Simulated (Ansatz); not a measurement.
**What InH (model cell, started as layered BN type) distorts into**

Wanted: the energy along a soft mode of InH (model cell, started as layered BN type) and the structure at the end.

Program: Ansatz 0.2.0. Level of theory: DFT PBE, scalar-relativistic, plane waves, PAW. Results are calculated unless marked as measured.

The structure was built from a prototype and need not be the compound's stable phase.

## Step 1: Starting point

It takes space group P6_3/mmc (No. 194, hexagonal). The conventional cell has a = 3.772 Å, b = 3.772 Å, c = 5.891 Å, α = 90.00°, β = 90.00°, γ = 120.00°. Nearest to In lie 3 H at 2.18 Å. Nearest to H lie 3 In at 2.18 Å. Farther neighbours are not listed.

## Step 2: Response at finite wavevector

The cell comes from relaxations at this level that are not shown. The mesh has a single point along some directions, so zone-edge points there are not solved. Linear response on a 2×2×1 q mesh gives force constants as far as a supercell of that size would.

File input.yaml:

```yaml
crystal:
  lattice:
    - [3.7721968407, 2.531e-06, 0.0]
    - [-1.8861006122, 3.2668170266, 0.0]
    - [0.0, 0.0, 5.8913884265]
  atoms:
    - { symbol: In, position: [0.3333333333, 0.6666666667, 0.25] }
    - { symbol: In, position: [0.6666666667, 0.3333333333, 0.75] }
    - { symbol: H, position: [0.6666666667, 0.3333333333, 0.25] }
    - { symbol: H, position: [0.3333333333, 0.6666666667, 0.75] }
kpoints:
  mp_grid: { grid: [12, 12, 6] }
hamiltonian:
  xc: pbe
scf:
  occupations: { method: methfessel_paxton, width: 0.15 }
output:
  eigenvalues: true
phonons:
  method: dfpt
  qmesh: [2, 2, 1]
  temperatures: { t_max: 1000, t_step: 50 }
  qpath:
    path:
      - [[0.0, 0.0, 0.0], [0.5, 0.0, 0.0], [0.33333333, 0.33333333, 0.0], [0.0, 0.0, 0.0], [0.0, 0.0, 0.5], [0.5, 0.0, 0.5], [0.33333333, 0.33333333, 0.5], [0.0, 0.0, 0.5]]
      - [[0.5, 0.0, 0.5], [0.5, 0.0, 0.0]]
      - [[0.33333333, 0.33333333, 0.5], [0.33333333, 0.33333333, 0.0]]
    npoints: 10
```

Launch:

```
$ ansatz run input.yaml --threads 4 --pin off --max-ram 7168MiB --backend cpu --events-out ev --progress --plain --runs-dir out
```

Numbers of over 12 decimals in the logs are rounded to 6 here.

Output:

```text
Engine: ansatz 0.2.0, aarch64-unknown-linux-gnu
Pseudopotentials: kind: paw
Pseudopotential: In, paw, valence charge 13, recommended cutoff 420 eV (normal), In.paw.azcp
Pseudopotential: H, paw, valence charge 1, recommended cutoff 420 eV (normal), H.paw.azcp
Functional definition: PBE
  parameter kappa = 0.804
  parameter beta = 0.066725
  exchange = pbe_x(kappa = kappa, mu = beta*pi^2/3)
  correlation = pbe_c(beta = beta)
Crystal: 4 atoms, lattice volume = 72.600 Å³
Basis set: ecut = 420 eV, 1423 PW (Γ), exchange–correlation on 54×54×80 points (8 copies of the dense FFT grid, shifted against one another)
Bands: 18, of which v1, the nominal top of the filled ones, is band 14 counted from 1 (13 counted from 0)
Symmetry: 24 space group operations
k-points: 76 of 864
Non-local potential: In, projectors of the file, l = 0: 2, l = 1: 2, l = 2: 2, l = 3: 2
Non-local potential: H, projectors of the file, l = 0: 2, l = 1: 1
PAW form: soft (Blöchl's): semilocal exchange-correlation on the pseudo side does not see the compensation charge
PAW one-centre angular grid: In, 590 points (default); XC on 64 Gauss nodes
PAW one-centre angular grid: H, 110 points (default); XC on 64 Gauss nodes
Initial density: superposition of atomic densities (neutral atoms: chi_scale 0, normalization atom), corrected by the library's trained network
Initial wavefunctions: pseudopotential atomic-orbital guess
Functional: x = pbe(κ = 0.804, μ = 0.219515), c = pbe(β = 0.066725)
SCF iter   1: F=—  HF=-11225.486918 eV  |F-HF|=—  |Δ(HF+E_count)|=         —  Δρ=2.94e-3  dr2=7.72e-3  ethr=1.77e-3  ⟨swp⟩=5.5  Hψ=6514  notcnv=0
preconditioner: auto → Kerker (q_TF=auto, 2.328 Å⁻¹)  [metal: Δε(μ)=0.034 eV  Ē_g=14.272 eV  σ=0.150 eV  W_gap=0.19  n_scr=22 (ndim 8)  ℏωp=23.1 eV  f_vac=0.000  D(μ)=1.27/eV (n_scr^D=2)]
SCF iter   2: F=—  HF=-11225.484397 eV  |F-HF|=—  |Δ(HF+E_count)|=   2.52e-3  S|Δr|=    0.00e0  Δρ=1.59e-3  dr2=2.91e-3  ethr=2.76e-5  ⟨swp⟩=1.3  Hψ=2083  notcnv=0
SCF iter   3: F=—  HF=-11225.484153 eV  |F-HF|=—  |Δ(HF+E_count)|=   2.43e-4  S|Δr|=    0.00e0  Δρ=7.49e-4  dr2=3.29e-4  ethr=1.04e-5  ⟨swp⟩=2.8  Hψ=2449  notcnv=0
SCF iter   4: F=—  HF=-11225.484111 eV  |F-HF|=—  |Δ(HF+E_count)|=   4.18e-5  S|Δr|=    0.00e0  Δρ=3.33e-4  dr2=8.78e-5  ethr=1.17e-6  ⟨swp⟩=2.0  Hψ=2408  notcnv=0
SCF iter   5: F=—  HF=-11225.484154 eV  |F-HF|=—  |Δ(HF+E_count)|=   4.26e-5  S|Δr|=    0.00e0  Δρ=1.86e-4  dr2=1.58e-5  ethr=3.14e-7  ⟨swp⟩=2.0  Hψ=2408  notcnv=0
SCF iter   6: F=—  HF=-11225.484150 eV  |F-HF|=—  |Δ(HF+E_count)|=   4.27e-6  S|Δr|=    0.00e0  Δρ=1.66e-5  dr2=3.08e-7  ethr=5.63e-8  ⟨swp⟩=2.0  Hψ=2384  notcnv=0
SCF iter   7: F=—  HF=-11225.484150 eV  |F-HF|=—  |Δ(HF+E_count)|=   3.90e-8  S|Δr|=    0.00e0  Δρ=1.77e-5  dr2=1.46e-7  ethr=1.10e-9  ⟨swp⟩=2.0  Hψ=2415  notcnv=0
SCF iter   8: F=—  HF=-11225.484150 eV  |F-HF|=—  |Δ(HF+E_count)|=   6.07e-8  S|Δr|=    0.00e0  Δρ=5.44e-6  dr2=1.42e-8  ethr=5.20e-10  ⟨swp⟩=2.0  Hψ=2106  notcnv=0
SCF iter   9: F=—  HF=-11225.484150 eV  |F-HF|=—  |Δ(HF+E_count)|=   6.66e-9  S|Δr|=    0.00e0  Δρ=4.46e-7  dr2=1.18e-10  ethr=5.06e-11  ⟨swp⟩=2.0  Hψ=2317  notcnv=0
SCF iter  10: F=-11225.484150 eV  HF=-11225.484150 eV  |F-HF|=1.82e-12  |Δ(HF+E_count)|=  1.13e-10  S|Δr|=    0.00e0  Δρ=4.86e-8  dr2=1.79e-12  ethr=1.00e-12  ⟨swp⟩=4.7  Hψ=6779  notcnv=0
SCF 1 converged in 10 iterations: F = -11225.484150 eV  dr2 = 1.79e-12
  greatest PAW one-centre occupation: 0.983 electrons in one spin orbital (limit 2), on the In atom at site 1 (counted from 0), in its partial waves of l = 2
phonons: the bands overlap, so this run is a metal and interpolates without the dipole-dipole term. If the crystal is really an insulator or semiconductor, its LO-TO splitting is missing
NSCF: frozen V_eff on 76 k-points
NSCF: frozen V_eff on 296 k-points
DFPT response loops at q = (0, 0, 0) (fractional): preconditioner auto → Kerker (q_TF=auto, 2.328 Å⁻¹) (partly filled bands, converged f_vac=0.000); β = 1.00, the filter's whole step (`scf.mixing.beta` (0.50) is not read by the response loops under this deck's `scf.mixing.preconditioner`; to damp them name `kerker` or `kerker_dos`, under which they read `scf.mixing.beta`, and type it under 1.00, their step now; both keys bind the ground state too); Broyden in place of MSR1
NSCF: frozen V_eff on 592 k-points
DFPT response loops at q = (0, -0.5, 0) (fractional): mixed as the last ones told, above
SCF converged after 10 iterations
Stability not checked: this state was not tested for a lower state beside it, because cold or Methfessel-Paxton smearing, or corrected tetrahedra, fill the levels in a way that the test cannot read (fill_not_monotonic; see scf.lower_state_search)
Free energy (F): -11225.484150 eV
Harris-Foulkes:  -11225.484150 eV  (|F-HF|=1.82e-12)
Internal energy: -11225.484217 eV  (E = F + TS)
E sigma→0 (E₀):  -11225.484166 eV
Entropy (-TS):   0.000067 eV (0.017 meV/atom)
Fermi energy:    6.977502 eV
--- Per-component energies (eV) ---
  E_band       = -126.564243
  E_kinetic    = 505.646850
  E_local      = -2498.424855  (includes V_loc(G=0)·N_el)
  E_nonlocal   = 734.854787
  E_hartree    = 974.550111
  E_xc         = -448.454012
  E_vxc        = -221.019376  (∫ρ·V_xc dr)
  E_paw        = -8303.801074  (= ΣΔE_a)
  E_vpaw       = -596.719932  (= ΣTr[D̂ρ^β])
  E_aug_tail   = -0.001948  (compensation charges beyond the density's cutoff)
  E_ewald      = -2189.854077
  E_smearing   = 0.000067  (= −TS)
  E_closure    = -0.000000  (closes the sum)
  Σ components = -11225.484150   (vs F -11225.484150, Δ=0.00e0)
--- Band table (eV; the first three rows and the last of 76) ---
  k-point 0: bands = [... 10 lower, -2.3091, 0.7474, 4.5043, 9.6575, 9.9906, 12.1925, 12.1925, 14.0152]
  k-point 1: bands = [... 10 lower, -2.1916, 0.3134, 5.1571, 9.7403, 9.8259, 12.3024, 12.3024, 13.9124]
  k-point 2: bands = [... 10 lower, -1.8407, -0.5040, 6.5922, 9.2941, 10.0193, 12.0388, 12.6174, 12.6174]
  k-point 75: bands = [... 10 lower, 2.1549, 2.1549, 3.4988, 3.4988, 6.5611, 6.5611, 11.0279, 11.0279]
--- Phonons (Γ-DFPT): 4 representative perturbations + reference (Σ response iterations 14) ---
  ASR residual: 7.276e-6 → 0.000e0 eV/Å²; symmetrization residual: 1.522e-6 eV/Å²
  ASR residual per site (eV/Å²): 7.27e-6 7.27e-6 7.28e-6 7.28e-6
  Γ frequencies (cm⁻¹): -851.15 -206.61 -64.39 -64.39 0.00 0.00 0.00 66.17 424.61 424.61 487.95 487.95
--- Phonons (arbitrary-q DFPT): 2 irreducible q on the 2×2×1 mesh ---
  q = [0.0000, 0.0000, 0.0000] (star 1, of the zone-centre solve; hermiticity 2.15e-6, symmetrization 1.05e-7): -851.15 -206.61 -64.39 -64.39 0.00 0.00 0.00 66.17 424.61 424.61 487.95 487.95
  q = [0.0000, -0.5000, 0.0000] (star 3, 6 solved perturbations in 1528 linear systems a pass and spin channel, the states on 296 of 864 k-point pairs; hermiticity 5.33e-7, symmetrization 1.47e-7): -922.08 -700.01 -280.11 -277.26 -265.80 -67.40 18.22 52.23 89.90 92.33 150.08 251.93
  sum rule: each row above includes the acoustic sum rule's correction from the zone centre's row sums; it moved no ω² by more than (1.40 cm⁻¹)²
  mesh force constants: q→R imaginary residual 1.33e-17; ASR residual 7.276e-6 → 0.000e0 eV/Å²; symmetrization residual 1.332e-15 eV/Å²
  interpolated dispersion: 93 rows × 12 modes
  density of states and harmonic sums: on the 20×20×11 q-mesh, interpolated from the force constants of a 2×2×1 supercell (no non-analytic term)
  largest difference from the sums on the solved wave vectors: F 1.44e-1 eV, S 1.64e-4 and C_V 6.44e-5 eV/K
  zero-point energy: 0.046118 eV/cell   skipped modes (ω ≤ 0): 1583, of them read as no rigid motion or as one in doubt: 1580 (5.997e0 modes/cell left out, lowest -922.08 cm⁻¹)   left out of the sums: 5.00e-1 of the cell's modes: C_V's classical limit lies that fraction below 3 k_B per atom; for a crystal, a wire or a layer, F and S can be off by more, and a phonons.interpolated_qmesh denser along its periods is the remedy for the sampling
```

It took 76 s on 4 threads of Arm Neoverse V2, shared host; peak memory 1.2 GiB.

The column dr2 measures how far the density is from self-consistency, as an energy; F and HF (Harris–Foulkes) agree once it is small.

This step gave:

- volume per atom: 18.15 Å³
- gap on the k-mesh: 0 eV
- sum-rule residual before enforcement: 7.28e-6 eV/Å²
- point group: 6/mmm
- highest optical mode at the zone centre (no LO-TO term): 487.9 cm⁻¹
- lowest optical zone-centre mode: -851.1 cm⁻¹
- lowest mode on the q mesh (acoustic modes at Γ apart): -922.1 cm⁻¹
- highest frequency at a solved wavevector (no LO-TO term at Γ): 487.9 cm⁻¹

Frequencies (cm⁻¹) solved at each irreducible wavevector; negative means imaginary. Frequencies by wavevector, by row:

```csv
q in reciprocal lattice units,star,mode 1,mode 2,mode 3,mode 4,mode 10,mode 11,mode 12
0 0 0,1,-851.1,-206.6,-64.4,-64.4,424.6,487.9,487.9
0 -0.5 0,3,-922.1,-700,-280.1,-277.3,92.3,150.1,251.9
```

Symmetry leaves 2 wavevectors to solve. The lowest mode among them, the acoustic zeros apart, lies at q = (0, -0.5, 0) and is imaginary, 922.1i cm⁻¹, so the energy falls along it.

## Step 3: The mode frozen in, largest atomic shift 0 Å

The mode followed lies at q = (0, -0.5, 0) with frequency 922.1i cm⁻¹, the softest among the wavevectors solved. At small amplitude the distorted cell has space group no. 51 by a symmetry search on the positions. The undistorted cell that holds it gives the zero of energy on the same k mesh.

System of this step: InH (model cell, started as layered BN type). Symmetry: P6_3/mmc, No. 194, hexagonal system. The conventional cell has a = 3.772 Å, b = 3.772 Å, c = 5.891 Å, α = 90.00°, β = 90.00°, γ = 120.00°. Nearest to In lie 3 H at 2.18 Å. Nearest to H lie 3 In at 2.18 Å. Farther neighbours are not listed.

File input.yaml:

```yaml
crystal:
  lattice:
    - [-3.7721968407, -2.531e-06, 0.0]
    - [0.0, 0.0, -5.8913884265]
    - [4.3838e-06, -6.5336365842, 0.0]
  atoms:
    - { symbol: In, position: [0.5, 0.75, 0.1666666667] }
    - { symbol: In, position: [1.0, 0.75, 0.6666666667] }
    - { symbol: In, position: [0.0, 0.25, 0.3333333333] }
    - { symbol: In, position: [0.5, 0.25, 0.8333333333] }
    - { symbol: H, position: [0.0, 0.75, 0.3333333333] }
    - { symbol: H, position: [0.5, 0.75, 0.8333333333] }
    - { symbol: H, position: [0.5, 0.25, 0.1666666667] }
    - { symbol: H, position: [1.0, 0.25, 0.6666666667] }
kpoints:
  mp_grid: { grid: [8, 6, 6] }
hamiltonian:
  xc: pbe
scf:
  occupations: { method: methfessel_paxton, width: 0.15 }
output:
  forces: true
  stress: true
  eigenvalues: true
```

Output:

```text
[...]
Crystal: 8 atoms, lattice volume = 145.200 Å³
Basis set: ecut = 420 eV, 2835 PW (Γ), exchange–correlation on 54×80×90 points (8 copies of the dense FFT grid, shifted against one another)
Bands: 36, of which v1, the nominal top of the filled ones, is band 28 counted from 1 (27 counted from 0)
Symmetry: 16 space group operations
[...]
k-points: 80 of 288
[...]
k-point 0: bands = [... 24 lower, 3.6789, 4.5069, 5.1344, 7.5244, 9.3318, 9.3454, 9.6588, 9.9916, ... 4 higher]
  k-point 1: bands = [... 24 lower, 3.6344, 4.6172, 5.7419, 6.9997, 9.0021, 9.4593, 9.7711, 10.0154, ... 4 higher]
  k-point 2: bands = [... 24 lower, 4.5844, 4.9439, 6.1841, 6.8819, 7.6087, 9.1190, 9.7948, 10.5552, ... 4 higher]
  k-point 79: bands = [... 24 lower, 3.5075, 3.5075, 3.5075, 3.5075, 10.1158, 10.1158, 10.1158, 10.1158, ... 4 higher]
[key lines of the parts left out:]
SCF converged after 8 iterations
Free energy (F): -22450.964278 eV
Fermi energy:    6.995230 eV
P = ⅓ Tr σ = -0.0823 GPa (-0.823 kbar)
```

Elapsed: 5.3 s, on 4 threads; peak memory 0.63 GiB.

This step gave:

```yaml
pressure: -0.08228 GPa
energy_from_the_undistorted_cell: 0 meV/atom
```

The run ends at a pressure of -0.08 GPa, with forces up to 0.0039 eV/Å.

## Step 4: The mode frozen in, largest atomic shift 0.32 Å

The atoms are moved along the unstable eigenvector, the largest shift by 0.32 Å, with the cell fixed.

input.yaml, the sections that differ from step 3:

```yaml
crystal:
  lattice:
    - [-3.7721968407, -2.531e-06, 0.0]
    - [0.0, 0.0, -5.8913884265]
    - [4.3838e-06, -6.5336365842, 0.0]
  atoms:
    - { symbol: In, position: [0.5, 0.75, 0.1668568811] }
    - { symbol: In, position: [1.0, 0.75, 0.6664764523] }
    - { symbol: In, position: [0.0, 0.25, 0.3335235477] }
    - { symbol: In, position: [0.5, 0.25, 0.8331431189] }
    - { symbol: H, position: [0.0, 0.75, 0.2843560148] }
    - { symbol: H, position: [0.5, 0.75, 0.8823106518] }
    - { symbol: H, position: [0.5, 0.25, 0.1176893482] }
    - { symbol: H, position: [1.0, 0.25, 0.7156439852] }
# kpoints, hamiltonian, scf, output: as in step 3
```

Output:

```text
[...]
Crystal: 8 atoms, lattice volume = 145.200 Å³
Basis set: ecut = 420 eV, 2835 PW (Γ), exchange–correlation on 54×80×90 points (8 copies of the dense FFT grid, shifted against one another)
Bands: 36, of which v1, the nominal top of the filled ones, is band 28 counted from 1 (27 counted from 0)
Symmetry: 8 space group operations
[...]
k-points: 80 of 288
[...]
k-point 0: bands = [... 24 lower, 3.5816, 4.5007, 4.9348, 7.5294, 9.3184, 9.3310, 9.8505, 10.2145, ... 4 higher]
  k-point 1: bands = [... 24 lower, 3.4582, 4.6104, 5.4680, 7.0027, 9.3542, 9.4428, 10.0039, 10.1427, ... 4 higher]
  k-point 2: bands = [... 24 lower, 4.3431, 4.9340, 6.1855, 6.1891, 8.3472, 9.7688, 9.8801, 10.4520, ... 4 higher]
  k-point 79: bands = [... 24 lower, 3.2376, 3.2376, 3.8983, 3.8983, 9.3465, 9.3465, 9.6005, 9.6005, ... 4 higher]
[key lines of the parts left out:]
SCF converged after 8 iterations
Free energy (F): -22451.303449 eV
Fermi energy:    7.130254 eV
P = ⅓ Tr σ = 0.7487 GPa (7.487 kbar)
```

The job ended after 5.2 s (4 threads; peak memory 0.63 GiB; 20 s of CPU time).

This step gave:

```yaml
pressure: 0.7487 GPa
energy_from_the_undistorted_cell: -42.46 meV/atom
```

The energy, extrapolated to zero smearing, is -42.46 meV/atom against the undistorted cell.

The run ends at a pressure of 0.75 GPa, with forces up to 0.86 eV/Å.

## Step 5: Energy along the mode, all amplitudes (two of the runs are shown above)

An imaginary frequency means negative curvature, so the energy should fall and then rise again as anharmonic terms take over.

This step gave:

* depth at the lowest point sampled: 42.46 meV/atom
* largest atomic shift at that point: 0.32 Å

The energy from the parent by largest atomic shift:

```csv
largest atomic shift (Å),energy from the parent (meV/atom)
0.000,0
0.040,-1.21
0.080,-4.85
0.140,-13.7
0.220,-28.0
0.320,-42.5
0.450,-38.8
0.600,29.0
```

Displacement at unit largest shift by atom:

```csv
atom,x (Å),y (Å),z (Å),size
In1,0.00,0.00,0.00,0.00
In2,0.00,0.00,0.00,0.00
In3,0.00,0.00,0.00,0.00
In4,0.00,0.00,0.00,0.00
H5,0.00,1.00,0.00,1.00
H6,0.00,-1.00,0.00,1.00
H7,0.00,1.00,0.00,1.00
H8,0.00,-1.00,0.00,1.00
```

The lowest of the steps tried is at 0.32 Å, 42.5 meV/atom below the parent; the bottom of the well need not coincide with a step.

[end of part 1 of 3]

[Logs are printed without paths, hosts, clocks, repeated set-up lines and the standing remarks that a program may print on its own settings, such as how far it seeks lower states.]

[Hosts, paths, dates, database ids (printed as entryN), source tags and the programs' standing remarks are cut or masked in the printed files.]
